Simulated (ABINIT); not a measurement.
Records of electronic-structure calculations.

```
A GW chain in ABINIT: MgO (Periclase)
1.0
     0.00000    2.10850    2.10850
     2.10850    0.00000    2.10850
     2.10850    2.10850    0.00000
Mg O
1 1
Direct
  0.00000 0.00000 0.00000
  0.50000 0.50000 0.50000
# method: RPA screening on PBE, plane waves, norm-conserving pseudopotentials (and 2 further levels or steps)
# program: ABINIT 10.8.3
# settings: cutoff 38 Ha, PseudoDojo scalar-relativistic 0.4.1 standard, norm-conserving, potential set dojo-sr-pbe-0.4.1-standard, ngkpt (6, 6, 6), nband 50, ecuteps 6 Ha, inclvkb 2, shiftk (0, 0, 0), symchi 1, awtr 1, frequency ppm, 6×6×6 k-mesh
# cost: 5 runs, 54 s in all on 8 MPI ranks of Arm Neoverse N1, shared host
# notes: The database entry behind the starting cell differs from other determinations of this structure. The cell and positions come from the Crystallography Open Database and are kept as given unless a step says otherwise.
# PBE gap: 4.73 eV, direct
# G0W0 gap on the mesh: 6.87 eV
# GW settings: 6×6×6 mesh, 50 bands, screening to 163.3 eV, Godby-Needs plasmon pole
# known limits: short of the basis limit
```

[Long decimals in the printed logs are rounded to 6 places.]

[Logs are printed without paths, hosts, clocks, repeated set-up lines and the standing remarks that a program may print on its own settings, such as how far it seeks lower states.]

[Paths, hosts, dates, memory and timing lines, banners, echoed tables and standing remarks are left out of the program output; an Ansatz launch command may be rebuilt from the run's recorded settings. Measured values are a selection of at most five: reports struck by readers or far from the other reports are left out. None is set beside runs whose start may be inverted or whose files or cutoffs have a known fault.]

[Runs of the session that timed out or met a known fault of the program may be left out.]

[Hosts, paths, dates, database ids (printed as entryN), source tags and the programs' standing remarks are cut or masked in the printed files.]

[G0W0 gaps are taken among the corrected bands and points alone; a level outside them can change the order at an edge.]

[Where Ansatz stands beside ABINIT at settings called matched, ABINIT's density can come from a denser mesh and the files from another edition; pairs whose starting gaps differed by over 0.03 eV were left out, so agreement reads better than it is.]
